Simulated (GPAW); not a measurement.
# STM contrast on W2N(OH)2 MXene monolayer

Aim: Tersoff-Hamann images of W2N(OH)2 MXene monolayer at several biases.

Main program and level: GPAW 26.7.0; GPAW, PAW setups; layer in a repeated cell with vacuum, relaxation of atoms and in-plane cell, in the first sound run; inputs show where later runs differ.

Most raw output is cut from this account.

**1. The structure**

The cell holds 7 atoms: 2 H, 2 O, 2 W and 1 N. Its edges and angles: a = 3.054 Å, b = 3.054 Å, c = 22.717 Å, α = 90.0°, β = 90.0°, γ = 120.0°. Vacuum lies along c.

**2. Relaxation**

The atoms are relaxed first, since the surface dipole, and with it the work function, follows the positions of the outer layers.

File run.py:

```python
import json
import numpy as np
from ase import Atoms
from ase.filters import FrechetCellFilter
from ase.optimize import BFGS
from gpaw import GPAW, PW

slab = Atoms(
    ['H', 'O', 'W', 'N', 'W', 'O', 'H'],
    positions=[
        [-0.00000, 1.76317, 8.00000],
        [-0.00000, 1.76317, 8.98000],
        [1.52695, 0.88159, 10.15352],
        [0.00000, 0.00000, 11.35851],
        [-0.00000, 1.76317, 12.56350],
        [1.52695, 0.88159, 13.73701],
        [1.52695, 0.88159, 14.71701]],
    cell=[[3.05391, 0.0, 0.0], [-1.52695, 2.64476, 0.0], [0.0, 0.0, 22.717]],
    pbc=[True, True, True])

slab.calc = GPAW(mode=PW(600), xc='PBE', kpts={'size': (12, 12, 1), 'gamma': True},
                 occupations={'name': 'fermi-dirac', 'width': 0.05}, nbands='160%',
                 convergence={'density': 1e-05}, maxiter=200,
                 symmetry={'tolerance': 1e-3}, txt='slab.txt')
result = {}
# The in-plane cell is free; stress needs a cell that repeats along all three vectors
path = []
opt = BFGS(FrechetCellFilter(slab, mask=[1, 1, 0, 0, 0, 1]), maxstep=0.2)
opt.attach(lambda: path.append((slab.get_potential_energy(), slab.positions.tolist(), slab.get_forces().tolist())))
result['relaxed'] = bool(opt.run(fmax=0.02, steps=45))
result['path'] = path
result['cell'] = slab.cell.tolist()
print('in-plane lattice', slab.cell.cellpar().round(4)[[0, 1, 5]])
energy = slab.get_potential_energy()
fermi = slab.calc.get_fermi_level()
v = slab.calc.get_electrostatic_potential().mean((0, 1)) - fermi
n = slab.calc.get_pseudo_density().mean((0, 1))
L = slab.cell[2, 2]
z = np.arange(len(v)) * L / len(v)
low, high = slab.positions[:, 2].min(), slab.positions[:, 2].max()
below, above = np.interp([low - 5.8, high + 5.8], z, v)
slopes = [np.interp(x, z, np.gradient(v, z)) for x in (low - 5.8, high + 5.8)]
eps = np.array([[slab.calc.get_eigenvalues(k, s) for k in range(len(slab.calc.get_ibz_k_points()))]
                for s in range(slab.calc.get_number_of_spins())]) - fermi
top, bottom = eps[eps < 0].max(), eps[eps > 0].min()
dipole = slab.get_dipole_moment()[2]
print(f'energy {energy:.4f} eV, Fermi level {fermi:.4f} eV, dipole {dipole:.5f} e A')
print(f'potential 5.8 A off the faces, from the Fermi level: lower {below:.4f} eV, upper {above:.4f} eV')
print(f'slope of the potential there: lower {slopes[0]:.5f}, upper {slopes[1]:.5f} eV/A')
print(f'nearest levels on the mesh: {top:.4f} and {bottom:.4f} eV')
print('magnetic moment', round(slab.get_magnetic_moment(), 3))
result.update(energy=energy, fermi=fermi, dipole=dipole, below=below, above=above, slopes=slopes, edges=[top, bottom],
              z=z.tolist(), v=v.tolist(), n=n.tolist(), positions=slab.positions.tolist(),
              forces=slab.get_forces(apply_constraint=False).tolist(), moments=slab.get_magnetic_moments().tolist())
json.dump(result, open('result.json', 'w'))
```

On the command line:

```sh
$ OMP_NUM_THREADS=1 OPENBLAS_NUM_THREADS=1 python run.py
```

Run time: 27 min. Hardware: 1 thread of Arm Neoverse V1, shared host; peak memory 0.44 GiB.

Numbers from this step:

- dipole along the normal: 3.59e-4 e·Å
- levels nearest the Fermi level on the mesh: -0.01681, 0.01181 eV from the Fermi level

The electrostatic potential energy of an electron (without an applied field's), less the Fermi level, planar mean oscillates, so the rows of the table below give means over windows of 2.02 Å about each position, cut where the curve ends. Its maxima inside the range that stand out by 2 % of the span (Å: eV): 7.7: -1.22, 8.8: -6.97, 10.9: -6.68, 11.9: -6.68, 13.9: -6.98, 15.0: -1.22. Its minima: 7.4: -2.49, 8.4: -13.6, 9.8: -32.3, 11.4: -15.6, 12.9: -32.3, 14.3: -13.6, 15.3: -2.50.

Table of electrostatic potential energy of an electron (without an applied field's), less the Fermi level, planar mean by z; means over each step:

| z (Å) | electrostatic potential energy of an electron (without an applied field's), less the Fermi level, planar mean (eV) |
| --- | --- |
| 1.01 | 2.75 |
| 3.03 | 2.74 |
| 5.05 | 2.47 |
| 7.07 | -0.567 |
| 9.09 | -16.9 |
| 11.11 | -11.9 |
| 13.13 | -18.7 |
| 15.15 | -3.69 |
| 17.17 | 2.19 |
| 19.19 | 2.72 |
| 21.21 | 2.75 |

The pseudo valence density, planar mean oscillates, so the rows of the table below give means over windows of 1.51 Å about each position, cut where the curve ends. Its maxima inside the range that stand out by 2 % of the span (Å: e/Å³): 8.4: 1.12, 9.9: 1.96, 11.4: 0.824, 12.8: 1.96, 14.3: 1.12. Its minima: 9.1: 0.525, 10.8: 0.551, 11.9: 0.551, 13.6: 0.525.

The pseudo valence density, planar mean by z; means over each step:

| z (Å) | pseudo valence density, planar mean (e/Å³) |
| --- | --- |
| 2.27 | 4.8e-5 |
| 3.78 | 4.7e-4 |
| 5.29 | 0.00351 |
| 6.80 | 0.0639 |
| 8.31 | 0.696 |
| 9.82 | 1.20 |
| 11.33 | 0.681 |
| 12.84 | 1.20 |
| 14.35 | 0.710 |
| 15.86 | 0.0748 |
| 17.37 | 0.00383 |
| 18.88 | 5.2e-4 |
| 20.39 | 5.4e-5 |

The relaxation lowered the energy of the cell by 1.90 eV (energies extrapolated to zero smearing; the optimiser's log prints free energies). The largest force left on a free atom is 0.0044 eV/Å.

**3. The slab's potential**

With the geometry fixed, the planar mean of the potential gives the vacuum level on each side.

This step: GPAW, PAW setups; slab in vacuum (GPAW 26.7.0).

The cell differs from the one that the last finished run ended in (c 22.717 → 23.901 Å).

File run.py:

```python
import json
import numpy as np
from ase import Atoms
from ase.dft.stm import STM
from gpaw import GPAW, PW

slab = Atoms(
    ['H', 'O', 'W', 'N', 'W', 'O', 'H'],
    positions=[
        [0.00000, 1.60842, 8.00000],
        [0.00000, 1.60842, 8.98694],
        [1.39293, 0.80421, 10.45243],
        [0.00000, 0.00000, 11.95038],
        [0.00000, 1.60842, 13.44832],
        [1.39293, 0.80421, 14.91381],
        [1.39293, 0.80421, 15.90074]],
    cell=[[2.78587, 0.0, 0.0], [-1.39293, 2.41263, 0.0], [0.0, 0.0, 23.9007]],
    pbc=[True, True, False])

slab.calc = GPAW(mode=PW(500), xc='PBE', kpts={'size': (12, 12, 1), 'gamma': True},
                 occupations={'name': 'fermi-dirac', 'width': 0.05}, nbands='160%',
                 convergence={'density': 1e-05}, maxiter=200,
                 poissonsolver={'dipolelayer': 'xy'},
                 symmetry={'tolerance': 1e-3}, txt='slab.txt')
result = {}
energy = slab.get_potential_energy()
fermi = slab.calc.get_fermi_level()
v = slab.calc.get_electrostatic_potential().mean((0, 1)) - fermi
n = slab.calc.get_pseudo_density().mean((0, 1))
L = slab.cell[2, 2]
z = np.arange(len(v)) * L / len(v)
low, high = slab.positions[:, 2].min(), slab.positions[:, 2].max()
below, above = np.interp([low - 5.8, high + 5.8], z, v)
slopes = [np.interp(x, z, np.gradient(v, z)) for x in (low - 5.8, high + 5.8)]
eps = np.array([[slab.calc.get_eigenvalues(k, s) for k in range(len(slab.calc.get_ibz_k_points()))]
                for s in range(slab.calc.get_number_of_spins())]) - fermi
top, bottom = eps[eps < 0].max(), eps[eps > 0].min()
dipole = slab.get_dipole_moment()[2]
print(f'energy {energy:.4f} eV, Fermi level {fermi:.4f} eV, dipole {dipole:.5f} e A')
print(f'potential 5.8 A off the faces, from the Fermi level: lower {below:.4f} eV, upper {above:.4f} eV')
print(f'slope of the potential there: lower {slopes[0]:.5f}, upper {slopes[1]:.5f} eV/A')
print(f'nearest levels on the mesh: {top:.4f} and {bottom:.4f} eV')
print('magnetic moment', round(slab.get_magnetic_moment(), 3))
result.update(energy=energy, fermi=fermi, dipole=dipole, below=below, above=above, slopes=slopes, edges=[top, bottom],
              z=z.tolist(), v=v.tolist(), n=n.tolist(), positions=slab.positions.tolist(),
              forces=slab.get_forces(apply_constraint=False).tolist(), moments=slab.get_magnetic_moments().tolist())

# Images need the states of the whole zone, up to time reversal
slab.calc = slab.calc.fixed_density(symmetry={'point_group': False}, txt='states.txt', nbands='280%',
                                    convergence={'bands': 'CBM+2.3'})
stm = STM(slab)
result['stm'] = []
for bias in [-1.5, 2.0]:
    height = high + 4.0
    current = stm.get_averaged_current(bias, height)
    x, y, h = stm.scan(bias, current)
    i, f = divmod(height / L * stm.ldos.shape[2], 1)
    I = abs((1 - f) * stm.ldos[:, :, int(i)] + f * stm.ldos[:, :, int(i) + 1])
    print(f'bias {bias} V: mean current at 4.0 A {current:.4e}, corrugation {np.ptp(h):.4f} A')
    result['stm'].append(dict(bias=bias, current=current, h=(h - high).tolist(), I=I.tolist()))
json.dump(result, open('result.json', 'w'))
```

Run time: 5 min. Hardware: 1 thread; peak memory 0.71 GiB.

This step gave:

```
dipole along the normal                    : 9.40e-4 e·Å
levels nearest the Fermi level on the mesh : -0.01828, 0.01218 eV from the Fermi level
upper work function                        : 2.765 eV
lower work function                        : 2.788 eV
corrugation -1.5                           : 0.03016 Å
corrugation 2                              : 0.02814 Å
```

The electrostatic potential energy of an electron (without an applied field's), less the Fermi level, planar mean oscillates, so the rows of the table below give means over windows of 2.01 Å about each position, cut where the curve ends. Its maxima inside the range that stand out by 2 % of the span (Å: eV): 8.3: -1.21, 9.5: -6.94, 11.5: -6.73, 12.4: -6.73, 14.4: -6.96, 15.6: -1.23. Its minima: 8.0: -2.43, 9.0: -13.6, 10.4: -32.2, 12.0: -15.7, 13.5: -32.2, 14.9: -13.6, 15.9: -2.45.

Electrostatic potential energy of an electron (without an applied field's), less the Fermi level, planar mean against z; means over each step:

z (Å), electrostatic potential energy of an electron (without an applied field's), less the Fermi level, planar mean (eV) and a bar from the least value:
```
     1.00        2.8 ##############################
     3.01        2.8 ##############################
     5.02        2.7 ##############################
     7.03        0.8 ###########################
     9.04       -8.3 ##############
    11.05      -18.4 
    13.06      -18.7 
    15.07       -6.7 #################
    17.08        1.3 ############################
    19.09        2.7 ##############################
    21.10        2.8 ##############################
    23.11        2.8 ##############################
```

The pseudo valence density, planar mean oscillates, so the rows of the table below give means over windows of 1.53 Å about each position, cut where the curve ends. Its maxima inside the range that stand out by 2 % of the span (Å: e/Å³): 9.0: 1.12, 10.5: 1.96, 12.0: 0.818, 13.4: 1.96, 14.9: 1.12. Its minima: 9.6: 0.548, 11.3: 0.539, 12.6: 0.539, 14.3: 0.548.

The pseudo valence density, planar mean by z; means over each step:

| z (Å) | pseudo valence density, planar mean (e/Å³) |
| --- | --- |
| 2.29 | 2.1e-5 |
| 3.82 | 2.2e-4 |
| 5.35 | 0.00184 |
| 6.88 | 0.0181 |
| 8.41 | 0.514 |
| 9.95 | 1.13 |
| 11.47 | 0.776 |
| 13.00 | 1.13 |
| 14.53 | 0.822 |
| 16.06 | 0.173 |
| 17.59 | 0.00620 |
| 19.12 | 8.6e-4 |
| 20.65 | 9.1e-5 |

Tip height over the top atom over a1 and a2. Sample bias -1.5 V, constant current at the mean current 4.0 Å over the top atom.

Values in Å, 15 rows by 15 columns:
```
3.988 3.994 3.998 3.998 3.999 4.000 3.999 3.999 3.999 4.000 3.999 3.998 3.998 3.994 3.988
3.995 3.998 3.998 3.999 4.001 4.002 4.001 4.001 4.002 4.001 3.999 3.998 3.998 3.995 3.992
3.997 3.998 3.999 4.002 4.004 4.003 4.001 4.003 4.004 4.002 3.999 3.998 3.997 3.994 3.994
3.997 3.999 4.001 4.004 4.003 3.998 3.998 4.003 4.004 4.001 3.999 3.997 3.994 3.993 3.994
3.998 4.000 4.002 4.003 3.998 3.994 3.998 4.003 4.002 4.000 3.998 3.997 3.996 3.996 3.997
3.999 3.999 4.001 4.001 3.998 3.998 4.001 4.001 3.999 3.999 4.000 4.001 4.001 4.001 4.000
3.999 3.999 4.001 4.003 4.003 4.003 4.001 3.999 3.999 4.002 4.005 4.006 4.006 4.005 4.002
3.999 3.999 4.002 4.004 4.004 4.002 3.999 3.999 4.003 4.007 4.009 4.010 4.009 4.007 4.003
3.999 4.000 4.001 4.002 4.001 4.000 3.999 4.002 4.007 4.010 4.012 4.012 4.010 4.007 4.002
3.998 3.999 3.999 3.999 3.999 3.998 4.000 4.005 4.009 4.012 4.014 4.012 4.009 4.005 4.000
3.997 3.998 3.998 3.998 3.997 3.997 4.001 4.006 4.010 4.012 4.012 4.010 4.006 4.001 3.997
3.997 3.998 3.998 3.997 3.994 3.996 4.001 4.006 4.009 4.010 4.009 4.006 4.001 3.996 3.994
3.995 3.994 3.995 3.994 3.993 3.996 4.001 4.005 4.007 4.007 4.005 4.001 3.996 3.993 3.994
3.988 3.988 3.992 3.994 3.994 3.997 4.000 4.002 4.003 4.002 4.000 3.997 3.994 3.994 3.992
3.984 3.988 3.995 3.997 3.997 3.998 3.999 3.999 3.999 3.999 3.998 3.997 3.997 3.995 3.988
```
Columns: a1 from 0 to 0.933; rows upwards: a2 from 0 to 0.933.

Local density of states summed over the bias window over a1 and a2. Sample bias -1.5 V, constant height 4.0 Å over the top atom.

Values in units of 1e-4 arbitrary, 15 rows by 15 columns:
```
1.4 1.4 1.4 1.4 1.4 1.4 1.4 1.4 1.4 1.4 1.4 1.4 1.4 1.4 1.4
1.4 1.4 1.4 1.4 1.4 1.4 1.4 1.4 1.4 1.4 1.4 1.4 1.4 1.4 1.4
1.4 1.4 1.4 1.4 1.4 1.4 1.4 1.4 1.4 1.4 1.4 1.4 1.4 1.4 1.4
1.4 1.4 1.4 1.4 1.4 1.4 1.4 1.4 1.4 1.4 1.4 1.4 1.4 1.4 1.4
1.4 1.4 1.4 1.4 1.4 1.4 1.4 1.4 1.4 1.4 1.4 1.4 1.4 1.4 1.4
1.4 1.4 1.4 1.4 1.4 1.4 1.4 1.4 1.4 1.4 1.4 1.4 1.4 1.4 1.4
1.4 1.4 1.4 1.4 1.4 1.4 1.4 1.4 1.4 1.4 1.4 1.4 1.4 1.4 1.4
1.4 1.4 1.4 1.4 1.4 1.4 1.4 1.4 1.4 1.4 1.4 1.4 1.4 1.4 1.4
1.4 1.4 1.4 1.4 1.4 1.4 1.4 1.4 1.4 1.4 1.4 1.4 1.4 1.4 1.4
1.4 1.4 1.4 1.4 1.4 1.4 1.4 1.4 1.4 1.4 1.4 1.4 1.4 1.4 1.4
1.4 1.4 1.4 1.4 1.4 1.4 1.4 1.4 1.4 1.4 1.4 1.4 1.4 1.4 1.4
1.4 1.4 1.4 1.4 1.4 1.4 1.4 1.4 1.4 1.4 1.4 1.4 1.4 1.4 1.4
1.4 1.4 1.4 1.4 1.4 1.4 1.4 1.4 1.4 1.4 1.4 1.4 1.4 1.4 1.4
1.4 1.4 1.4 1.4 1.4 1.4 1.4 1.4 1.4 1.4 1.4 1.4 1.4 1.4 1.4
1.4 1.4 1.4 1.4 1.4 1.4 1.4 1.4 1.4 1.4 1.4 1.4 1.4 1.4 1.4
```
Columns: a1 from 0 to 0.933; rows upwards: a2 from 0 to 0.933.

Tip height over the top atom over a1 and a2. Sample bias 2 V, constant current at the mean current 4.0 Å over the top atom.

Ten even steps from '0' (3.988 Å) to '9' (4.016 Å):
```
001233444332100
012344444432100
123444544432111
234444444432222
334444444333333
444544544444444
444444444567765
444444446788876
434443457899875
333333468999864
222223478998743
111123478887432
000123467764321
000123456543210
000123444432100
```
Columns: a1 from 0 to 0.933; rows upwards: a2 from 0 to 0.933.

Local density of states summed over the bias window over a1 and a2. Sample bias 2 V, constant height 4.0 Å over the top atom.

Ten even steps from '_' (7.76 × 1e-4 arbitrary) to '@' (8.03 × 1e-4 arbitrary):
```
____..::----======----::..____
__..::--============--::..____
..::--======++======--::......
::--================--::::::::
----==============----::----::
--====++====++====----======--
==================++********++
================++##%%%%%%##++
----======----++##%%@@@@%%##++
--------------**%%@@@@@@%%**--
::::::::::::==**%%@@@@%%**==::
........::--==**%%%%%%**==--::
______..::--==**####**==--::..
______..::::--++++++--::::..__
______..::----====----::..____
```
Columns: a1 from 0 to 0.933; rows upwards: a2 from 0 to 0.933.

Force by atom:

| atom | x (eV/Å) | y (eV/Å) | z (eV/Å) | size |
| --- | --- | --- | --- | --- |
| H1 | 0.0000 | 0.0000 | -0.0912 | 0.0912 |
| O2 | 0.0000 | 0.0000 | 0.0976 | 0.0976 |
| W3 | 0.0000 | 0.0000 | -0.0361 | 0.0361 |
| N4 | 0.0000 | 0.0000 | 0.0000 | 0.0000 |
| W5 | 0.0000 | 0.0000 | 0.0361 | 0.0361 |
| O6 | 0.0000 | 0.0000 | -0.0976 | 0.0976 |
| H7 | 0.0000 | 0.0000 | 0.0912 | 0.0912 |

The potential is flat to 0.003 eV/Å where it is read, so the vacuum is wide enough.

**4. A changed run**

One more run, with changed settings.

Edit run.py of step 3 so:

```diff
@@ -3,3 +3,2 @@
 from ase import Atoms
-from ase.dft.stm import STM
 from gpaw import GPAW, PW
@@ -19,5 +18,5 @@
 
-slab.calc = GPAW(mode=PW(500), xc='PBE', kpts={'size': (12, 12, 1), 'gamma': True},
+slab.calc = GPAW(mode=PW(140), xc='PBE', kpts={'size': (12, 12, 1), 'gamma': True},
                  occupations={'name': 'fermi-dirac', 'width': 0.05}, nbands='160%',
-                 convergence={'density': 1e-05}, maxiter=200,
+                 convergence={'density': 1e-05}, maxiter=75,
                  poissonsolver={'dipolelayer': 'xy'},
@@ -46,16 +45,2 @@
               forces=slab.get_forces(apply_constraint=False).tolist(), moments=slab.get_magnetic_moments().tolist())
-
-# Images need the states of the whole zone, up to time reversal
-slab.calc = slab.calc.fixed_density(symmetry={'point_group': False}, txt='states.txt', nbands='280%',
-                                    convergence={'bands': 'CBM+2.3'})
-stm = STM(slab)
-result['stm'] = []
-for bias in [-1.5, 2.0]:
-    height = high + 4.0
-    current = stm.get_averaged_current(bias, height)
-    x, y, h = stm.scan(bias, current)
-    i, f = divmod(height / L * stm.ldos.shape[2], 1)
-    I = abs((1 - f) * stm.ldos[:, :, int(i)] + f * stm.ldos[:, :, int(i) + 1])
-    print(f'bias {bias} V: mean current at 4.0 A {current:.4e}, corrugation {np.ptp(h):.4f} A')
-    result['stm'].append(dict(bias=bias, current=current, h=(h - high).tolist(), I=I.tolist()))
 json.dump(result, open('result.json', 'w'))
```

It took 14 s on 1 thread; peak memory 0.14 GiB.

The run finished. A setting was moved off its sound value on purpose, so it serves as a test and not as the result.

The fault put into the input: a cutoff far too low (ecut = 140).

**5. Outcome**

* work function, upper and lower face: 2.765 and 2.788 eV
* dipole along the normal: 9.4e-4 e Å
* corrugation at -1.5 V: 0.0302 Å as printed, 0.018 Å or less without short-wave noise
* corrugation at 2 V: 0.0281 Å

At -1.5 V GPAW's map carries short-wave noise, which can't be real at this height: without waves under 1.5 Å it spans 0.018 Å against 0.030 Å printed. The reading below uses the filtered value, which may still be too high. In GPAW's constant-current maps the tip height varies by under 0.05 Å at every bias shown (0.028 Å at most), which is near the numerical ripple of the maps: an s-wave tip would see an almost flat surface. Negative sample bias images filled states, positive bias empty ones. The images are of Tersoff-Hamann type: an s-wave tip, no tip-sample forces, heights closer than in a microscope. The starting lattice was a guess from atomic radii; the relaxation moved it by -9 %. The small printed dipole stands for a step of -25 meV from the lower to the upper face, and the probes find -23 meV; values this small are near the numerical noise of both. The cell holds an odd number of electrons, so without spin polarisation it must come out metallic and without a moment, whatever its true state. The layer's cell and atoms come from the relaxation; spin-orbit coupling and temperature are left out.

[Logs are printed without paths, hosts, clocks, repeated set-up lines and the standing remarks that a program may print on its own settings, such as how far it seeks lower states.]

[Hosts, paths, dates, database ids (printed as entryN), source tags and the programs' standing remarks are cut or masked in the printed files.]
